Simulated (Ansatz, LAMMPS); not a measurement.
# Convergence of a linear-scaling basis for amorphous 57SiO2-30PbO-13Na2O (mol %) (62 atoms)

Aim: test how closely localised support functions follow the reference on amorphous 57SiO2-30PbO-13Na2O (mol %) (62 atoms), and at what cost. A setting counts as converged where the r.m.s. difference of forces stays under 1 % of the r.m.s. force.

Main program and level: Ansatz 0.2.0; Kohn-Sham DFT, PBE, PAW (set soft_2), plane waves.

## (1) Starting point

The cell holds 62 atoms: 13 Si, 7 Pb, 6 Na and 36 O. Its edges and angles: a = 9.922 Å, b = 9.922 Å, c = 9.922 Å, α = 90.0°, β = 90.0°, γ = 90.0°. 62 atoms (13 Si, 7 Sr, 6 Na, 36 O) placed at random at 2.95 g/cm³, melted at 5000 K for 10 ps at fixed volume with the Morse and Coulomb pair potential with partial charges (Pedone, Malavasi, Menziani, Cormack and Segre, J. Phys. Chem. B 110, 11780 (2006)). Quenched from 5000 K to 300 K at 10 K/ps and fixed volume, held 5 ps, then minimised at fixed cell. Then Sr was replaced by Pb and the cell scaled by 1.008 (the potential has no terms for the new elements, so the cell is a start for a DFT relaxation).

Before any run, some limits are plain. The quench rate of 10 K/ps is many orders above laboratory rates, so the cell is likely richer in defects and strain than a real sample. The starting topology of bonds comes from the classical model, and needn't be the one that DFT or experiment would give. Spin–orbit coupling is left out, which matters for the levels of the heavy elements.

## (2) How the cell was made

A classical potential supplies the starting structure, since it reaches far longer times than DFT.

This step: classical MD, Morse and Coulomb pair potential with partial charges (Pedone, Malavasi, Menziani, Cormack and Segre, J. Phys. Chem. B 110, 11780 (2006)) (LAMMPS 22 Jul 2025 - Update 4).

File in.lmp:

```
# melt-quench of Si13Sr7Na6O36
units metal
atom_style charge
boundary p p p
region box block 0 9.8428 0 9.8428 0 9.8428
create_box 4 box
mass 1 28.0850   # Si
mass 2 87.6200   # Sr
mass 3 22.9898   # Na
mass 4 15.9990   # O
create_atoms 1 random 13 101555 NULL overlap 1.5 maxtry 2000
create_atoms 2 random 7 101562 NULL overlap 1.5 maxtry 2000
create_atoms 3 random 6 101569 NULL overlap 1.5 maxtry 2000
create_atoms 4 random 36 101576 NULL overlap 1.5 maxtry 2000
pair_style hybrid/overlay pedone 5.5 coul/long 8.0
pair_coeff * * coul/long
pair_coeff 1 4 pedone 0.340554 2.006700 2.100000 1   # Si-O
pair_coeff 2 4 pedone 0.019623 1.886000 3.328330 3   # Sr-O
pair_coeff 3 4 pedone 0.023363 1.763867 3.006315 5   # Na-O
pair_coeff 4 4 pedone 0.042395 1.379316 3.618701 22   # O-O
set type 1 charge 2.4
set type 2 charge 1.2
set type 3 charge 0.6
set type 4 charge -1.2
kspace_style pppm 1.0e-4
neigh_modify delay 0 every 1 check yes
thermo_style custom step time temp pe press density
thermo_modify norm yes
timestep 0.002
thermo 100
min_style cg
minimize 1e-4 1e-4 200 2000
reset_timestep 0
velocity all create 5000 101556 mom yes dist gaussian
# [... 14 lines left out ...]
thermo 1250
fix md all nvt temp 300 300 0.2
run 2500 post no
unfix md
thermo 100
min_style cg
minimize 0 1e-3 2000 20000
write_dump all custom glass.dump id type xs ys zs modify sort id
```

Launch:

```sh
> lmp -in in.lmp -log none -nocite
```

Log:

```text
LAMMPS (22 Jul 2025 - Update 4)
Created orthogonal box = (0 0 0) to (9.8428 9.8428 9.8428)
Created 13 atoms
Created 7 atoms
Created 6 atoms
Created 36 atoms
PPPM initialization ...
  G vector (1/distance) = 0.37484595
  grid = 10 10 10
  estimated relative force accuracy = 7.0719307e-05
   Step          Time           Temp          PotEng         Press         Density
         0   0              0             -3.2531713      483060.38      2.9470174
        78   0.156          0             -13.077813     -23763.612      2.9470174
Loop time of 0.0265082 s on 1 MPI rank(s) for 78 steps with 62 atoms
Minimization stats:
  Stopping criterion = energy tolerance
  Energy initial, next-to-last, final =
     -3.25317127029705  -13.0771659681848  -13.0778132149564
  Force two-norm initial, final = 201.65595 1.721318
  Iterations, force evaluations = 78 98
   Step          Time           Temp          PotEng         Press         Density
         0   0              5000          -13.077813      20396.239      2.9470174
       500   1              2203.0759     -12.817705      15086.273      2.9470174
      1000   2              2170.5794     -12.836263      34895.853      2.9470174
Loop time of 0.222498 s on 1 MPI rank(s) for 1000 steps with 62 atoms
   Step          Time           Temp          PotEng         Press         Density
[... 2 lines left out ...]
      2499   4.998          4615.0468     -12.509288      49642.046      2.9470174
      3332   6.664          5035.5641     -12.507911      19309.133      2.9470174
      4165   8.33           5300.8228     -12.403378      121872.15      2.9470174
      4998   9.996          4462.876      -12.513369      26468.49       2.9470174
      5831   11.662         5203.4199     -12.403731      51712.68       2.9470174
[... 1 line left out ...]
Loop time of 1.16389 s on 1 MPI rank(s) for 5000 steps with 62 atoms
   Step          Time           Temp          PotEng         Press         Density
[... 12 lines left out ...]
Loop time of 52.4553 s on 1 MPI rank(s) for 235000 steps with 62 atoms
   Step          Time           Temp          PotEng         Press         Density
[... 2 lines left out ...]
    242500   485            358.61018     -13.189069      4590.8694      2.9470174
    243500   487            264.86311     -13.19006       9654.8137      2.9470174
Loop time of 0.502559 s on 1 MPI rank(s) for 2500 steps with 62 atoms
   Step          Time           Temp          PotEng         Press         Density
    243500   487            264.86311     -13.19006       9654.8137      2.9470174
    243525   487.05         264.86311     -13.229321     -5942.892       2.9470174
Loop time of 0.0197802 s on 1 MPI rank(s) for 25 steps with 62 atoms
Minimization stats:
  Stopping criterion = linesearch alpha is zero
  Energy initial, next-to-last, final =
     -13.1900598005287  -13.2293210620201  -13.2293210620201
  Force two-norm initial, final = 9.4555858 0.2815728
  Iterations, force evaluations = 25 81
```

Elapsed: 54 s, on 1 thread of Arm Neoverse V2, shared host; peak memory 0.072 GiB.

## (3) Plane-wave single point

The first run uses the default basis; a harder plane-wave run follows as the reference for the support functions.

File input.yaml:

```yaml
crystal:
  lattice:
    - [9.92154, 0.0, 0.0]
    - [0.0, 9.92154, 0.0]
    - [0.0, 0.0, 9.92154]
  atoms:
    - { symbol: Si, position: [0.72481, 0.05176, 0.19795] }
    - { symbol: Si, position: [0.23146, 0.98954, 0.52351] }
    - { symbol: Si, position: [0.37405, 0.10104, 0.04323] }
    - { symbol: Si, position: [0.38187, 0.77704, 0.99767] }
    - { symbol: Si, position: [0.83395, 0.50684, 0.39248] }
    - { symbol: Si, position: [0.47112, 0.10725, 0.35476] }
    - { symbol: Si, position: [0.8327, 0.32944, 0.13214] }
    - { symbol: Si, position: [0.84534, 0.5745, 0.9565] }
    - { symbol: Si, position: [0.5379, 0.40295, 0.47804] }
    - { symbol: Si, position: [0.7782, 0.88051, 0.93676] }
    - { symbol: Si, position: [0.71928, 0.92548, 0.63222] }
    - { symbol: Si, position: [0.97202, 0.47668, 0.67967] }
    - { symbol: Si, position: [0.14116, 0.60488, 0.10193] }
    - { symbol: Pb, position: [0.23804, 0.58214, 0.47957] }
    - { symbol: Pb, position: [0.12182, 0.79925, 0.77511] }
    - { symbol: Pb, position: [0.89776, 0.16321, 0.48657] }
    - { symbol: Pb, position: [0.56231, 0.74992, 0.32822] }
    - { symbol: Pb, position: [0.04988, 0.1438, 0.83773] }
    - { symbol: Pb, position: [0.97854, 0.81841, 0.38022] }
    - { symbol: Pb, position: [0.48632, 0.42929, 0.11649] }
    - { symbol: Na, position: [0.31277, 0.46132, 0.82003] }
    - { symbol: Na, position: [0.56178, 0.64293, 0.71498] }
    - { symbol: Na, position: [0.14986, 0.27753, 0.17048] }
    - { symbol: Na, position: [0.04554, 0.01181, 0.11703] }
    - { symbol: Na, position: [0.45014, 0.9549, 0.74251] }
    - { symbol: Na, position: [0.57872, 0.23285, 0.7565] }
    - { symbol: O, position: [0.38023, 0.02068, 0.4542] }
    - { symbol: O, position: [0.2293, 0.02718, 0.68078] }
    - { symbol: O, position: [0.69952, 0.43253, 0.45806] }
    - { symbol: O, position: [0.11573, 0.62727, 0.25774] }
    - { symbol: O, position: [0.48939, 0.42394, 0.62813] }
    - { symbol: O, position: [0.9687, 0.31792, 0.67633] }
    - { symbol: O, position: [0.79601, 0.64222, 0.32329] }
    - { symbol: O, position: [0.40717, 0.93926, 0.01852] }
    - { symbol: O, position: [0.20232, 0.82931, 0.51534] }
    - { symbol: O, position: [0.7179, 0.21707, 0.17067] }
    - { symbol: O, position: [0.71826, 0.96502, 0.06251] }
    - { symbol: O, position: [0.86252, 0.02129, 0.26998] }
    - { symbol: O, position: [0.99516, 0.59009, 0.0224] }
    - { symbol: O, position: [0.8829, 0.39289, 0.27853] }
    - { symbol: O, position: [0.69801, 0.91276, 0.79934] }
    - { symbol: O, position: [0.87682, 0.90294, 0.60155] }
    - { symbol: O, position: [0.46166, 0.50791, 0.37893] }
    - { symbol: O, position: [0.39589, 0.13577, 0.20811] }
    - { symbol: O, position: [0.93442, 0.9194, 0.91939] }
    - { symbol: O, position: [0.76917, 0.45477, 0.04293] }
    - { symbol: O, position: [0.11623, 0.54173, 0.70884] }
    - { symbol: O, position: [0.62608, 0.81346, 0.56649] }
    - { symbol: O, position: [0.21936, 0.11589, 0.01637] }
    - { symbol: O, position: [0.47316, 0.69166, 0.0955] }
    - { symbol: O, position: [0.21998, 0.74043, 0.0388] }
    - { symbol: O, position: [0.86753, 0.53326, 0.79712] }
    - { symbol: O, position: [0.46579, 0.20278, 0.96162] }
    - { symbol: O, position: [0.94462, 0.25932, 0.05018] }
    - { symbol: O, position: [0.67948, 0.07789, 0.59755] }
    - { symbol: O, position: [0.60053, 0.0195, 0.2994] }
    - { symbol: O, position: [0.39136, 0.73971, 0.84232] }
    - { symbol: O, position: [0.23411, 0.47764, 0.07022] }
    - { symbol: O, position: [0.50616, 0.25326, 0.41578] }
    - { symbol: O, position: [0.12679, 0.07241, 0.43566] }
    - { symbol: O, position: [0.7722, 0.71738, 0.95967] }
    - { symbol: O, position: [0.93439, 0.52502, 0.52146] }
kpoints:
  mp_grid: { grid: [2, 2, 2] }
hamiltonian:
  xc: pbe
scf:
  occupations: { method: fermi_dirac, width: 0.025 }
output:
  forces: true
  stress: true
  populations: intrinsic
  dos:
    method: { smearing: { sigma: 0.08 } }
    de: 0.1
    projected: { site_lists: { Na: [Na], O: [O], Pb: [Pb], Si: [Si] } }
  eigenvalues: true
  write_density: true
  write_potential: true
  volumetric_format: npy
```

Launch:

```sh
> ansatz run input.yaml --threads 4 --pin off --max-ram 8192MiB --backend cpu --events-out ev --progress --plain --runs-dir out
```

Log:

```text
Engine: ansatz 0.2.0, aarch64-unknown-linux-gnu
Pseudopotentials: kind: paw
Pseudopotential: Si, paw, valence charge 4, recommended cutoff 420 eV (normal), Si.paw.azcp
Pseudopotential: Pb, paw, valence charge 14, recommended cutoff 420 eV (normal), Pb.paw.azcp
Pseudopotential: Na, paw, valence charge 9, recommended cutoff 420 eV (normal), Na.paw.azcp
Pseudopotential: O, paw, valence charge 6, recommended cutoff 420 eV (normal), O.paw.azcp
[... 5 lines on functional and potentials left out ...]
Crystal: 62 atoms, lattice volume = 976.646 Å³
Basis set: ecut = 420 eV, 19093 PW (Γ), exchange–correlation on 144×144×144 points (8 copies of the dense FFT grid, shifted against one another)
Bands: 272, of which v1, the nominal top of the filled ones, is band 210 counted from 1 (209 counted from 0)
Symmetry: 1 space group operations
Space group: P1 (ITA 1), of the structure as read, at distance tolerance 9.9e-5 Å
k-points: 8
[... 9 lines on functional and potentials left out ...]
Initial density: superposition of atomic densities (neutral atoms: chi_scale 0, normalization atom), corrected by the library's trained network
Initial wavefunctions: pseudopotential atomic-orbital guess
Functional: x = pbe(κ = 0.804, μ = 0.219515), c = pbe(β = 0.066725)
SCF iter   1: F=—  HF=-121003.198167 eV  |F-HF|=—  |Δ(HF+E_count)|=         —  Δρ=2.02e-3  dr2=6.48e-2  ethr=1.77e-3  ⟨swp⟩=6.0  Hψ=9889  notcnv=0  defer=209
preconditioner: auto → Resta (q_TF=auto, 2.370 Å⁻¹)  ε∞=3.1  [insulator: Δε(μ)=2.434 eV  Ē_g=16.746 eV  σ=0.025 eV  W_gap=1.00  n_scr=250 (ndim 8)  ℏωp=24.0 eV  f_vac=0.146  D(μ)=0.00/eV (n_scr^D=0)  ε∞_Penn≈3.1]
SCF iter   2: F=—  HF=-121003.192170 eV  |F-HF|=—  |Δ(HF+E_count)|=   6.00e-3  Δρ=1.11e-3  dr2=1.64e-2  ethr=1.54e-5  ⟨swp⟩=2.0  Hψ=3325  notcnv=0  defer=443
SCF iter   3: F=—  HF=-121003.193515 eV  |F-HF|=—  |Δ(HF+E_count)|=   1.35e-3  Δρ=7.25e-4  dr2=6.30e-3  ethr=3.90e-6  ⟨swp⟩=2.0  Hψ=3146  notcnv=0  defer=443
SCF iter   4: F=—  HF=-121003.192992 eV  |F-HF|=—  |Δ(HF+E_count)|=   5.23e-4  Δρ=1.94e-4  dr2=5.22e-4  ethr=1.50e-6  ⟨swp⟩=2.0  Hψ=3109  notcnv=0  defer=443
SCF iter   5: F=—  HF=-121003.193129 eV  |F-HF|=—  |Δ(HF+E_count)|=   1.38e-4  Δρ=1.12e-4  dr2=1.31e-4  ethr=1.24e-7  ⟨swp⟩=2.0  Hψ=3093  notcnv=0  defer=443
SCF iter   6: F=—  HF=-121003.193163 eV  |F-HF|=—  |Δ(HF+E_count)|=   3.34e-5  Δρ=4.79e-5  dr2=2.47e-5  ethr=3.12e-8  ⟨swp⟩=2.0  Hψ=3153  notcnv=0  defer=443
SCF iter   7: F=—  HF=-121003.194483 eV  |F-HF|=—  |Δ(HF+E_count)|=   1.32e-3  Δρ=2.10e-5  dr2=4.54e-6  ethr=5.87e-9  ⟨swp⟩=2.0  Hψ=3840  notcnv=0  defer=443
SCF iter   8: F=—  HF=-121003.194486 eV  |F-HF|=—  |Δ(HF+E_count)|=   2.49e-6  Δρ=9.22e-6  dr2=9.33e-7  ethr=1.08e-9  ⟨swp⟩=2.0  Hψ=3127  notcnv=0  defer=443
SCF iter   9: F=—  HF=-121003.194487 eV  |F-HF|=—  |Δ(HF+E_count)|=   7.41e-7  Δρ=3.70e-6  dr2=1.48e-7  ethr=2.22e-10  ⟨swp⟩=2.0  Hψ=3085  notcnv=0  defer=443
SCF iter  10: F=-121003.194487 eV  HF=-121003.194487 eV  |F-HF|=2.28e-9  |Δ(HF+E_count)|=   1.18e-7  Δρ=2.04e-6  dr2=4.20e-8  ethr=2.38e-11  ⟨swp⟩=18.8  Hψ=19092  notcnv=0
SCF 1 converged in 10 iterations: F = -121003.194487 eV  dr2 = 4.20e-8
  greatest PAW one-centre occupation: 0.999 electrons in one spin orbital (limit 2), on the Na atom at site 23 (counted from 0), in its partial waves of l = 0
SCF converged after 10 iterations
Free energy (F): -121003.194487 eV
Harris-Foulkes:  -121003.194487 eV  (|F-HF|=2.28e-9)
Internal energy: -121003.194487 eV  (E = F + TS)
E sigma→0 (E₀):  -121003.194487 eV
Fermi energy:    5.616881 eV
--- Per-component energies (eV) ---
  E_band       = -2787.709164
  E_kinetic    = 9702.541393
  E_local      = -33789.865111  (includes V_loc(G=0)·N_el)
  E_nonlocal   = 5188.296482
  E_hartree    = 12629.698614
  E_xc         = -5185.213910
  E_vxc        = -5264.266169  (∫ρ·V_xc dr)
  E_paw        = -86773.667518  (= ΣΔE_a)
  E_vpaw       = -3883.897382  (= ΣTr[D̂ρ^β])
  E_aug_tail   = 0.091089  (compensation charges beyond the density's cutoff)
  E_ewald      = -22775.075525
  E_smearing   = -0.000000  (= −TS)
  E_closure    = 0.000000  (closes the sum)
  Σ components = -121003.194487   (vs F -121003.194487, Δ=0.00e0)
--- Forces (eV/Å), atoms counted from 1 ---
  atom   1  Si     0.34838386     1.51952174    -0.29559277
  atom   2  Si    -0.17824030     0.83113108    -0.37496949
  atom   3  Si     0.95839985    -0.99604574     0.82180480
  atom   4  Si    -1.36291478     0.22198073     0.41877775
  atom   5  Si    -1.26365268    -1.99591075     0.34876773
  atom   6  Si    -0.21340772     0.77330291    -1.38134428
  atom   7  Si    -0.14279528    -0.00421108     0.85003802
  atom   8  Si     2.24579496    -0.38778418    -0.07521835
  atom   9  Si     0.76419358    -0.09087223    -0.44366391
  atom  10  Si     1.21982468     0.16567028    -0.74526662
  atom  11  Si     0.67636033     0.26966420     0.04216834
  atom  12  Si    -0.52760038     0.12892675    -0.01496820
  atom  13  Si     0.28887166     0.57264326    -0.76895606
  atom  14  Pb    -0.33070956     0.36540924    -0.74339643
[...]
atom  61  O     -1.32726598    -0.25424291     0.44108620
  atom  62  O      0.56079477     0.47247509    -0.02674559
  max |Σ_I F_I| component: 7.43e-5 eV/Å
--- Stress (GPa, compression-positive) ---
        2.918254      -0.256696       0.797852
       -0.256695       1.027982      -1.011276
        0.797852      -1.011277       0.471207
  P = ⅓ Tr σ = 1.4725 GPa (14.725 kbar)
--- Band table (eV; the first three rows and the last of 8) ---
  k-point 0: bands = ["-46.6082", "-45.9714", "-45.8886", "-45.8669", [... 256 levels ...], "13.3927", "13.5113", "13.5906", "13.6354", "13.7084", "13.7460", "13.8487", "13.8768", "13.9626", "14.0347", "14.1037", "14.1689"]
[...]
--- intrinsic populations: 62 sites ---
  site symbol       q [e]
     0     Si      2.3010
     1     Si      2.3824
     2     Si      2.3763
[...]
61      O      6.8874
  spilling = 0.000000 (of n_electrons = 420.000000)
```

Run time: 73 s. Hardware: 4 threads of Arm Neoverse V2, shared host; peak memory 5.4 GiB; 4.8 min of CPU time.

Read from the output:

- free energy: -121003.1945 eV
- free energy per atom: -1951.6644 eV/atom
- SCF cycles: 10
- pressure: 1.472 GPa
- r.m.s. force component: 0.8776 eV/Å
- longest force: 2.879 eV/Å
- Fermi energy: 5.617 eV
- gap (highest filled to lowest empty level): 2.312 eV

The r.m.s. force component of 0.88 eV/Å sets the scale for the differences below.

## (4) Plane waves at 750 eV (750 eV)

A harder cutoff gives the support functions a reference with less basis error.

input.yaml, the sections that differ from step 3:

```yaml
output:
  forces: true
  eigenvalues: true
basis:
  ecutwfc: "750 eV"
# crystal, kpoints, hamiltonian, scf: as in step 3
```

Log:

```text
[...]
Crystal: 62 atoms, lattice volume = 976.646 Å³
Basis set: ecut = 750 eV, 45553 PW (Γ), exchange–correlation on 180×180×180 points (8 copies of the dense FFT grid, shifted against one another)
Bands: 272, of which v1, the nominal top of the filled ones, is band 210 counted from 1 (209 counted from 0)
Symmetry: 1 space group operations
[...]
k-points: 8
[...]
SCF iter   1: F=—  HF=-121003.431887 eV  |F-HF|=—  |Δ(HF+E_count)|=         —  Δρ=2.08e-3  dr2=6.51e-2  ethr=1.77e-3  ⟨swp⟩=6.1  Hψ=10022  notcnv=0  defer=209
[...]
SCF iter   3: F=—  HF=-121003.426706 eV  |F-HF|=—  |Δ(HF+E_count)|=   2.40e-4  Δρ=7.26e-4  dr2=6.29e-3  ethr=3.90e-6  ⟨swp⟩=2.0  Hψ=3146  notcnv=0  defer=211
automatic band count: iteration 3 solves 243 bands in place of 272: the levels show a gap, and the empty bands left out lie too high to hold charge; the band table lists the bands solved (type scf.n_extra_bands for more)
SCF iter   4: F=—  HF=-121003.426108 eV  |F-HF|=—  |Δ(HF+E_count)|=   5.98e-4  Δρ=1.97e-4  dr2=5.32e-4  ethr=1.50e-6  ⟨swp⟩=2.0  Hψ=3109  notcnv=0  defer=211
SCF iter   5: F=—  HF=-121003.426248 eV  |F-HF|=—  |Δ(HF+E_count)|=   1.40e-4  Δρ=1.12e-4  dr2=1.31e-4  ethr=1.27e-7  ⟨swp⟩=2.0  Hψ=3093  notcnv=0  defer=211
[...]
SCF iter   9: F=—  HF=-121003.426081 eV  |F-HF|=—  |Δ(HF+E_count)|=   8.02e-7  Δρ=3.77e-6  dr2=1.47e-7  ethr=2.10e-10  ⟨swp⟩=2.0  Hψ=3085  notcnv=0  defer=211
SCF iter  10: F=-121003.426081 eV  HF=-121003.426081 eV  |F-HF|=3.68e-9  |Δ(HF+E_count)|=   9.48e-8  Δρ=1.88e-6  dr2=3.69e-8  ethr=2.38e-11  ⟨swp⟩=12.0  Hψ=8143  notcnv=0
SCF 1 converged in 10 iterations: F = -121003.426081 eV  dr2 = 3.69e-8
[...]
SCF converged after 10 iterations
Free energy (F): -121003.426081 eV
[...]
Internal energy: -121003.426081 eV  (E = F + TS)
E sigma→0 (E₀):  -121003.426081 eV
Fermi energy:    5.617015 eV
[...]
Σ components = -121003.426081   (vs F -121003.426081, Δ=0.00e0)
--- Forces (eV/Å), atoms counted from 1 ---
  atom   1  Si     0.34851383     1.51960992    -0.29552669
  atom   2  Si    -0.17826286     0.83123803    -0.37494842
  atom   3  Si     0.95835850    -0.99603844     0.82174222
  atom   4  Si    -1.36289236     0.22190803     0.41880362
[...]
atom  62  O      0.56085196     0.47274397    -0.02688192
  max |Σ_I F_I| component: 7.69e-5 eV/Å
--- Band table (eV; the first three rows and the last of 8) ---
[...]
```

Elapsed: 92 s, on 4 threads; peak memory 5.3 GiB; 6 min of CPU time.

The program notes that it cut back its work space to fit the memory limit.

Forces differ from the reference by 0.43 meV/Å r.m.s., 0.050 % of their size, well within a tolerance of 1 %; the energy by -3.7 meV/atom.

(Part 1 of 3 ends here.)

[Long decimals in the printed logs are rounded to 6 places.]

[Logs are printed without paths, hosts, clocks, repeated set-up lines and the standing remarks that a program may print on its own settings, such as how far it seeks lower states.]

[Hosts, paths, dates, database ids (printed as entryN), source tags and the programs' standing remarks are cut or masked in the printed files.]
